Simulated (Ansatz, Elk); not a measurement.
# NiBiAs: X-ray structure factors from the self-consistent density

The structure of NiBiAs used here is made up (a known structure type with other elements) and was relaxed beforehand with PBEsol. The aim is the Fourier transform of its all-electron density, F(hkl), set beside the sum over free spherical atoms that refinements use.

Method: DFT, PBE, all-electron APW+lo, Dirac cores, scalar-relativistic bands, static density, no spin, in Elk 11.2.3 (patched build).

The structure was built from a prototype and need not be the compound's stable phase.

## (1) The structure

Symmetry: P-6m2, No. 187, hexagonal system. Conventional cell: a = 4.011 Å, b = 4.011 Å, c = 4.167 Å, α = 90.00°, β = 90.00°, γ = 120.00°. Bi has 6 Ni at 3.11 Å and 6 As at 3.11 Å nearest. Nearest to As lie 3 Ni at 2.32 Å and 6 Bi at 3.11 Å. Ni has 3 As at 2.32 Å and 6 Bi at 3.11 Å nearest. Farther neighbours are not listed.

## (2) Ground state and structure factors

An all-electron density is needed, since X-rays see the cores too. Task 0 finds the density and task 195 Fourier-transforms it; tshift is off so that phases refer to the origin typed.

Contents of elk.in:

```
tasks
  0
  195

xctype
  20

spinpol
  .false.

rgkmax
  7.0

gmaxvr
  14.0

lmaxo
  7

lmaxapw
  8

swidth
  0.002

tshift
  .false.

ramdisk
  .false.

hmaxvr
  5.5

maxscl
  120

epspot
  1e-06

sppath
  './'

avec
  7.57962611063 0.00000000000 -0.00000000000
  -3.78981305531 6.56414876299 -0.00000000000
  -0.00000000000 -0.00000000000 7.87371128902

atoms
  3
  'Bi.in'
  1
  0.6666666667 0.3333333333 0.5000000000   0.000000 0.000000 0.000000
  'As.in'
  1
  0.0000000000 -0.0000000000 0.0000000000   0.000000 0.000000 0.000000
  'Ni.in'
  1
  0.3333333333 0.6666666667 0.0000000000   0.000000 0.000000 0.000000

ngridk
  7 7 6
```

Launch:

```console
$ OMP_NUM_THREADS=4 elk
```

Numbers of over 12 decimals in the logs are rounded to 6 here.

Log:

```text
┌─────────────────────────┐
│ Elk code version 11.2.3 │
└─────────────────────────┘

All units are atomic (Hartree, Bohr, etc.)

┌─────────────────────────────────────────────────┐
│ Ground-state run starting from atomic densities │
└─────────────────────────────────────────────────┘

Lattice vectors :
   7.579626111       0.000000000      -0.000000000
  -3.789813055       6.564148763      -0.000000000
  -0.000000000      -0.000000000       7.873711289

Reciprocal lattice vectors :
  0.8289571564      0.4785986374       0.000000000
   0.000000000      0.9571972748       0.000000000
   0.000000000       0.000000000      0.7979953895

Unit cell volume      :    391.7470044
Brillouin zone volume :   0.6331898155

Muffin-tin inner radius fraction :   0.1000000000E-01

Nuclei treated as point charges

Species : 1 (Bi)
 parameters loaded from : Bi.in
 name : bismuth
 nuclear charge    :   -83.00000000
 electronic charge :    83.00000000
 atomic mass :    380947.9285
 muffin-tin radius :    2.800000000
 number of radial points in muffin-tin :   1393
 inner part over the whole radius :   0.9976520004E-02
 number on inner part of muffin-tin    :   1001
 approximate nuclear radius :   0.1052171418E-03
 number of mesh points to nuclear radius :    526
 atomic positions (lattice), magnetic fields (Cartesian) :
  1 :   0.66666667  0.33333333  0.50000000    0.00000000  0.00000000  0.00000000

Species : 2 (As)
 parameters loaded from : As.in
 name : arsenic
 nuclear charge    :   -33.00000000
 electronic charge :    33.00000000
 atomic mass :    136573.7220
 muffin-tin radius :    2.163049588
 number of radial points in muffin-tin :    993
 inner part over the whole radius :   0.9851741531E-02
 number on inner part of muffin-tin    :    700
 approximate nuclear radius :   0.7712558785E-04
 number of mesh points to nuclear radius :    343
 atomic positions (lattice), magnetic fields (Cartesian) :
  1 :   0.00000000  0.00000000  0.00000000    0.00000000  0.00000000  0.00000000

Species : 3 (Ni)
 parameters loaded from : Ni.in
 name : nickel
 nuclear charge    :   -28.00000000
 electronic charge :    28.00000000
 atomic mass :    106991.5231
 muffin-tin radius :    2.163049588
 number of radial points in muffin-tin :    993
 inner part over the whole radius :   0.9936622589E-02
 number on inner part of muffin-tin    :    699
 approximate nuclear radius :   0.7325707712E-04
 number of mesh points to nuclear radius :    337
 atomic positions (lattice), magnetic fields (Cartesian) :
  1 :   0.33333333  0.66666667  0.00000000    0.00000000  0.00000000  0.00000000

Total number of atoms per unit cell :    3
Total muffin-tin volume :    176.7371288
 ratio of muffin-tin to unit cell volume :   0.4511511941

Spin treatment :
 spin-unpolarised

Number of Bravais lattice symmetries :   24
Number of crystal symmetries         :   12
Crystal has no inversion symmetry
Complex Hermitian eigensolver will be used

k-point grid :      7     7     6
k-point offset :    0.000000000       0.000000000       0.000000000
k-point set is reduced with full crystal symmetry group
Total number of k-points :       48

Muffin-tin radius times maximum |G+k| :    7.000000000
 using average radius
Maximum |G+k| for APW functions       :    2.946913800
Maximum (1/2)|G+k|²                   :    4.342150472
Maximum |G| for potential and density :    14.00000000
Constant for pseudocharge density :   10
 order of it for each species :   17  17  17
 order of it for pair densities of each species (exact exchange by exxq0 0: 18) :   14   7   7
Radial integration step length :    1

G-vector grid sizes :     35    35    36
Number of G-vectors :    18167

Maximum angular momentum used for
 APW functions            :    8
 outer part of muffin-tin :    7
 inner part of muffin-tin :    2

Total nuclear charge    :   -144.0000000
Total core charge       :    98.00000000
Total valence charge    :    46.00000000
Total excess charge     :    0.000000000
Total electronic charge :    144.0000000

[...]
(states/Hartree/unit cell)

Estimated indirect band gap :   0.7619647627E-02
 from k-point 26 to k-point 10
Estimated direct band gap   :   0.1751911092E-01
 at k-point 38

Charges :
 core                        :    98.00000000
 valence                     :    46.00000000
 interstitial                :    4.861330969
 muffin-tins (core leakage)
  species : 1 (Bi)
   atom 1                    :    80.53417866     (  0.7062784661E-03)
  species : 2 (As)
   atom 1                    :    30.88039207     (  0.6154251467E-03)
  species : 3 (Ni)
   atom 1                    :    27.72409830     (  0.9515422376E-03)
 total in muffin-tins        :    139.1386690
 total calculated charge     :    143.9973659
 total charge                :    144.0000000
 error                       :   0.2634127193E-02

RMS change in Kohn-Sham potential (target) :   0.5055724170     (  0.1000000000E-05)
Absolute change in total energy (target)   :    1.181620189     (  0.1000000000E-03)

[... loops 3 to 17 left out ...]

┌──────────────────┐
│ Loop number : 18 │
└──────────────────┘

Energies :
 Fermi                       :     0.309285
 sum of occupied eigenvalues :     -15544.930335627
 electron kinetic            :      29103.617287252
 core electron kinetic       :      28614.664141822
 Coulomb                     :     -53920.780604054
 Coulomb potential           :     -43934.762999999
 nuclear-nuclear             :     -2247.3917730168
 electron-nuclear            :     -59455.450258892
 Hartree                     :      7782.0614278554
 Madelung                    :     -31953.399104054
 xc potential                :     -713.78462287968
 exchange                    :     -538.18847363552
 correlation                 :     -8.104925
 electron entropic           :    -0.24912852057850E-03
 total energy                :     -25363.456964527

Density of states at Fermi energy :    17.95684578
 (states/Hartree/unit cell)

Estimated indirect band gap :   0.5556672120E-02
 from k-point 37 to k-point 10
Estimated direct band gap   :   0.1478374007E-01
 at k-point 26

Charges :
 core                        :    98.00000000
 valence                     :    46.00000000
 interstitial                :    5.236334207
 muffin-tins (core leakage)
  species : 1 (Bi)
[...]
species : 2 (As)
[...]
species : 3 (Ni)
[...]
total in muffin-tins        :    138.7636658
 total calculated charge     :    143.9973927
 total charge                :    144.0000000
 error                       :   0.2607291904E-02

RMS change in Kohn-Sham potential (target) :   0.1162008448E-06 (  0.1000000000E-05)
Absolute change in total energy (target)   :   0.2368616333E-04 (  0.1000000000E-03)

Convergence targets achieved

┌──────────────────┐
│ Loop number : 19 │
└──────────────────┘

Energies :
 Fermi                       :     0.309285
 sum of occupied eigenvalues :     -15544.930315576
 electron kinetic            :      29103.617304414
 core electron kinetic       :      28614.664152213
 Coulomb                     :     -53920.780605439
 Coulomb potential           :     -43934.762997789
 nuclear-nuclear             :     -2247.3917730168
 electron-nuclear            :     -59455.450263092
 Hartree                     :      7782.0614306696
 Madelung                    :     -31953.399106545
 xc potential                :     -713.78462220059
 exchange                    :     -538.18847384988
 correlation                 :     -8.104925
 electron entropic           :    -0.24912848246819E-03
 total energy                :     -25363.456948960

Density of states at Fermi energy :    17.95684270
 (states/Hartree/unit cell)

Estimated indirect band gap :   0.5556670559E-02
 from k-point 37 to k-point 10
Estimated direct band gap   :   0.1478373928E-01
 at k-point 26

Charges :
 core                        :    98.00000000
 valence                     :    46.00000000
 interstitial                :    5.236333988
 muffin-tins (core leakage)
  species : 1 (Bi)
   atom 1                    :    81.09647697     (  0.6688924641E-03)
  species : 2 (As)
   atom 1                    :    30.87006986     (  0.6047270718E-03)
  species : 3 (Ni)
   atom 1                    :    26.79711918     (  0.9887865086E-03)
 total in muffin-tins        :    138.7636660
 total calculated charge     :    143.9973927
 total charge                :    144.0000000
 error                       :   0.2607291839E-02

┌──────────────────────────────┐
│ Self-consistent loop stopped │
└──────────────────────────────┘

Warning : core states of species 1 leak from the muffin-tin :   0.6688924641E-03

Warning : core states of species 2 leak from the muffin-tin :   0.6047270718E-03

Warning : core states of species 3 leak from the muffin-tin :   0.9887865086E-03

Wrote STATE.OUT
```

The job ended after 30 s (4 threads of Arm Neoverse V1, shared host; peak memory 0.18 GiB; 92 s of CPU time).

SFACRHO.OUT:

```text

h k l indices transformed by vhmat matrix:
   1.000000000       0.000000000       0.000000000    
   0.000000000       1.000000000       0.000000000    
   0.000000000       0.000000000       1.000000000    

      h      k      l  multipl.   |H|            Re(F)            Im(F)           |F|

      0      0      0      1   0.0000000       144.00000      0.12801153E-16   144.00000    
      0      0     -1      2  0.79799539      -21.628432      0.23370792E-13   21.628432    
      0     -1      0      3  0.95719727      -20.957976      -43.560400       48.339892    
      1     -1      0      3  0.95719727      -20.957976       43.560400       48.339892    
      0     -1     -1      6   1.2462035       51.018288       81.321754       96.000486    
      0      1     -1      6   1.2462035       51.018288      -81.321754       96.000486    
      0      0     -2      2   1.5959908       112.35125     -0.42767648E-13   112.35125    
      1      1      0      6   1.6579143       110.84344     -0.12693159E-14   110.84344    
     -1     -1     -1     12   1.8399664      -21.418396     -0.36896804E-13   21.418396    
     -1      0     -2      6   1.8610248      -18.282846       38.666483       42.771011    
     -1      1      2      6   1.8610248      -18.282846      -38.666483       42.771011    
      0      2      0      3   1.9143945      -18.186577      -38.449228       42.533454    
     -2      2      0      3   1.9143945      -18.186576       38.449228       42.533454    
      2     -2      1      6   2.0740548       43.916072       69.058177       81.839191    
      0     -2     -1      6   2.0740548       43.916072      -69.058177       81.839191    
      2     -1     -2     12   2.3012750       97.562477      0.26404098E-07   97.562477    
      0      0     -3      2   2.3939862      -20.649207     -0.21105155E-13   20.649207    
     -2      0     -2      6   2.4924071      -16.356844      -35.498672       39.085829
```

Elk indexes on the primitive cell of elk.in and gives |H| = 4π sin θ/λ in inverse bohr. Below, one row stands for each form hkl of the conventional cell (m members, Friedel mates merged), F is for one primitive cell and the density is static (no thermal factor). Free-atom factors are Waasmaier and Kirfel's, and R is Σm||F|−|F'||/Σm|F|.

```tsv
hkl	m	sin θ/λ (Å⁻¹)	abs F, DFT	neutral atoms	diff.	abs of complex diff.
001	2	0.120	21.628	22.148	-0.520	0.520
100	6	0.144	48.340	48.639	-0.299	0.329
101	12	0.187	96.001	95.972	+0.029	0.058
002	2	0.240	112.351	112.476	-0.125	0.125
110	6	0.249	110.843	111.097	-0.254	0.254
111	12	0.277	21.418	21.180	+0.239	0.239
102	12	0.280	42.771	42.677	+0.094	0.096
200	6	0.288	42.533	42.344	+0.190	0.191
201	12	0.312	81.839	81.964	-0.124	0.124
112	12	0.346	97.562	97.654	-0.091	0.091
003	2	0.360	20.649	20.537	+0.112	0.112
202	12	0.375	39.086	38.986	+0.100	0.100
210	12	0.381	38.781	38.769	+0.012	0.053
103	12	0.388	74.394	74.443	-0.049	0.056
```

## (3) The highest occupied states alone

An energy window below the Fermi level keeps the highest occupied states, to see at which angles they scatter; shallow core shells can lie inside it and anion s states outside. No new self-consistency is needed.

Edit elk.in of step 2 so:

```diff
@@ -1,3 +1,2 @@
 tasks
-  0
   195
@@ -40,2 +39,5 @@
 
+wsfac
+  -0.131710 0.609290
+
 sppath
```

Launch:

```console
$ OMP_NUM_THREADS=4 elk
```

Log:

```text
┌─────────────────────────────────┐
│ Elk code version 11.2.3 started │
└─────────────────────────────────┘

Info(readinput): the functional depends on the density's gradient
 muffin-tin radial points multiplied by    2.00000
 (not where nrmtscf is given)

┌────────────────────┐
│ Current task : 195 │
└────────────────────┘
Info(checkmt): changed muffin-tin radius of species 2 (As) from   2.4000 to   2.1630
Info(checkmt): changed muffin-tin radius of species 3 (Ni) from   2.4000 to   2.1630

Info(sfacrho): density structure factors written to SFACRHO.OUT

 Energy window :  -0.1317100000      0.6092900000

┌──────────────────┐
│ Elk code stopped │
└──────────────────┘
```

It took 8.2 s on 4 threads; peak memory 0.18 GiB.

States within 12 eV below the Fermi level hold 18.56 electrons; any levels below the window count with the cores, and a count that is not whole means the window cuts a band. Their amplitudes can exceed the total, where window and core parts have opposite phase:

```tsv
hkl	sin θ/λ (Å⁻¹)	abs F, window	abs F, all
001	0.120	8.595	21.628
100	0.144	5.944	48.340
101	0.187	6.008	96.001
002	0.240	5.178	112.351
110	0.249	4.779	110.843
111	0.277	4.321	21.418
102	0.280	4.254	42.771
200	0.288	4.116	42.533
201	0.312	3.699	81.839
112	0.346	3.049	97.562
```

## (4) Another functional

The difference from free atoms is small, so it is set against the change that PBEsol makes.

Edit elk.in of step 3 so:

```diff
@@ -1,2 +1,3 @@
 tasks
+  0
   195
@@ -4,3 +5,3 @@
 xctype
-  20
+  22
 
@@ -39,5 +40,2 @@
 
-wsfac
-  -0.131710 0.609290
-
 sppath
```

Launch:

```console
$ OMP_NUM_THREADS=4 elk
```

Log:

```text
┌─────────────────────────┐
│ Elk code version 11.2.3 │
└─────────────────────────┘

All units are atomic (Hartree, Bohr, etc.)

┌─────────────────────────────────────────────────┐
│ Ground-state run starting from atomic densities │
└─────────────────────────────────────────────────┘

Lattice vectors :
   7.579626111       0.000000000      -0.000000000
  -3.789813055       6.564148763      -0.000000000
  -0.000000000      -0.000000000       7.873711289

Reciprocal lattice vectors :
  0.8289571564      0.4785986374       0.000000000
[...]
species : 3 (Ni)
   atom 1                    :    26.79379514     (  0.1007433581E-02)
 total in muffin-tins        :    138.7620291
 total calculated charge     :    143.9973660
 total charge                :    144.0000000
 error                       :   0.2634048105E-02

┌──────────────────────────────┐
│ Self-consistent loop stopped │
└──────────────────────────────┘

Warning : core states of species 1 leak from the muffin-tin :   0.6740079966E-03

Warning : core states of species 2 leak from the muffin-tin :   0.6119492582E-03

Warning : core states of species 3 leak from the muffin-tin :   0.1007433581E-02

Wrote STATE.OUT
[key lines of the parts left out:]
total energy                :     -25354.878345587
```

Run time: 30 s. Hardware: 4 threads; peak memory 0.18 GiB.

Against the first run R = 0.01 %; the largest change is -0.016 at 300.

## (5) Basis size

A smaller basis shows how fast F responds to it; the change is likely larger than the basis error of the first run, but doesn't show convergence.

Edit elk.in of step 4 so:

```diff
@@ -5,3 +5,3 @@
 xctype
-  22
+  20
 
@@ -11,3 +11,3 @@
 rgkmax
-  7.0
+  5.5
```

Launch:

```console
$ OMP_NUM_THREADS=4 elk
```

Log:

```text
┌─────────────────────────┐
│ Elk code version 11.2.3 │
└─────────────────────────┘

All units are atomic (Hartree, Bohr, etc.)

┌─────────────────────────────────────────────────┐
│ Ground-state run starting from atomic densities │
└─────────────────────────────────────────────────┘

Lattice vectors :
   7.579626111       0.000000000      -0.000000000
  -3.789813055       6.564148763      -0.000000000
  -0.000000000      -0.000000000       7.873711289

Reciprocal lattice vectors :
  0.8289571564      0.4785986374       0.000000000
[...]
species : 3 (Ni)
   atom 1                    :    26.69847258     (  0.9874570015E-03)
 total in muffin-tins        :    138.6207407
 total calculated charge     :    143.9971750
 total charge                :    144.0000000
 error                       :   0.2825042291E-02

┌──────────────────────────────┐
│ Self-consistent loop stopped │
└──────────────────────────────┘

Warning : core states of species 1 leak from the muffin-tin :   0.6701973586E-03

Warning : core states of species 2 leak from the muffin-tin :   0.6110331416E-03

Warning : core states of species 3 leak from the muffin-tin :   0.9874570015E-03

Wrote STATE.OUT
[key lines of the parts left out:]
total energy                :     -25363.292345246
```

Elapsed: 27 s, on 4 threads; peak memory 0.18 GiB; 78 s of CPU time.

Against the first run R = 0.02 %; the largest change is +0.069 at 300.

## (6) Basis size

The basis and the expansions that go with it are enlarged, to see whether the differences are converged.

Edit elk.in of step 5 so:

```diff
@@ -11,12 +11,12 @@
 rgkmax
-  5.5
+  8.5
 
 gmaxvr
-  14.0
+  18.0
 
 lmaxo
-  7
+  9
 
 lmaxapw
-  8
+  10
```

Launch:

```console
$ OMP_NUM_THREADS=4 elk
```

Log:

```text
┌─────────────────────────┐
│ Elk code version 11.2.3 │
└─────────────────────────┘

All units are atomic (Hartree, Bohr, etc.)

┌─────────────────────────────────────────────────┐
│ Ground-state run starting from atomic densities │
└─────────────────────────────────────────────────┘

Lattice vectors :
   7.579626111       0.000000000      -0.000000000
  -3.789813055       6.564148763      -0.000000000
  -0.000000000      -0.000000000       7.873711289

Reciprocal lattice vectors :
  0.8289571564      0.4785986374       0.000000000
[...]
species : 3 (Ni)
   atom 1                    :    26.82132478     (  0.9907599295E-03)
 total in muffin-tins        :    138.7981419
 total calculated charge     :    143.9977342
 total charge                :    144.0000000
 error                       :   0.2265778718E-02

┌──────────────────────────────┐
│ Self-consistent loop stopped │
└──────────────────────────────┘

Warning : core states of species 1 leak from the muffin-tin :   0.6690442432E-03

Warning : core states of species 2 leak from the muffin-tin :   0.6034525934E-03

Warning : core states of species 3 leak from the muffin-tin :   0.9907599295E-03

Wrote STATE.OUT
[key lines of the parts left out:]
total energy                :     -25363.489046468
```

It took 70 s on 4 threads; peak memory 0.24 GiB; 3.6 min of CPU time.

Against the first run R = 0.01 %; the largest change is +0.017 at 113.

## (7) Settings against the effect

```tsv
run	R against the first run (%)	R against neutral atoms, low angle (%)	wall time
PBE, rgkmax 7	0.00	0.30	30 s
PBEsol	0.01	0.29	30 s
rgkmax 5.5	0.02	0.30	27 s
rgkmax 8.5 with larger expansions	0.01	0.29	70 s
```

## (8) Outcome

| Item | Value |
| --- | --- |
| R against neutral atoms, sin θ/λ < 0.3 Å⁻¹ | 0.30 % |
| R against neutral atoms, 0.3 to 0.82 Å⁻¹ | 0.08 % |

In words: Independent neutral atoms miss the calculated amplitudes by R = 0.30 % below 0.3 Å⁻¹ and 0.08 % from there to 0.82 Å⁻¹; by shells, 0.85 % below 0.15 Å⁻¹ (2 forms), 0.24 % 0.15 to 0.3 (6 forms), 0.09 % 0.3 to 0.45 (10 forms), 0.07 % above 0.45 (61 forms). Bonding, aspherical density and the tables' own atoms all enter these figures, and the runs don't part them. The largest change of an amplitude is -0.52 electrons, at 001. R counts amplitudes alone; phases shift too. The window's part falls from 18.6 electrons at the origin to at most 2.07 between 0.45 and 0.82 Å⁻¹, where compact states inside the window still scatter. Below 0.3 Å⁻¹ the changes that finished (PBEsol, rgkmax 5.5 and rgkmax 8.5 with larger expansions) move F by R = 0.03 % at most, against the 0.30 % that separates it from free atoms. The k-mesh has no finished test. These runs have no spin, though d or f shells may be open. Spin-orbit coupling is left out, which can matter for elements this heavy. Part of the difference isn't bonding: the tables are fits to free atoms and ions calculated by other methods than this functional. Thermal motion, anomalous dispersion and extinction are left out.

[Logs are printed without paths, hosts, clocks, repeated set-up lines and the standing remarks that a program may print on its own settings, such as how far it seeks lower states.]

[Hosts, paths, dates, database ids (printed as entryN), source tags and the programs' standing remarks are cut or masked in the printed files.]
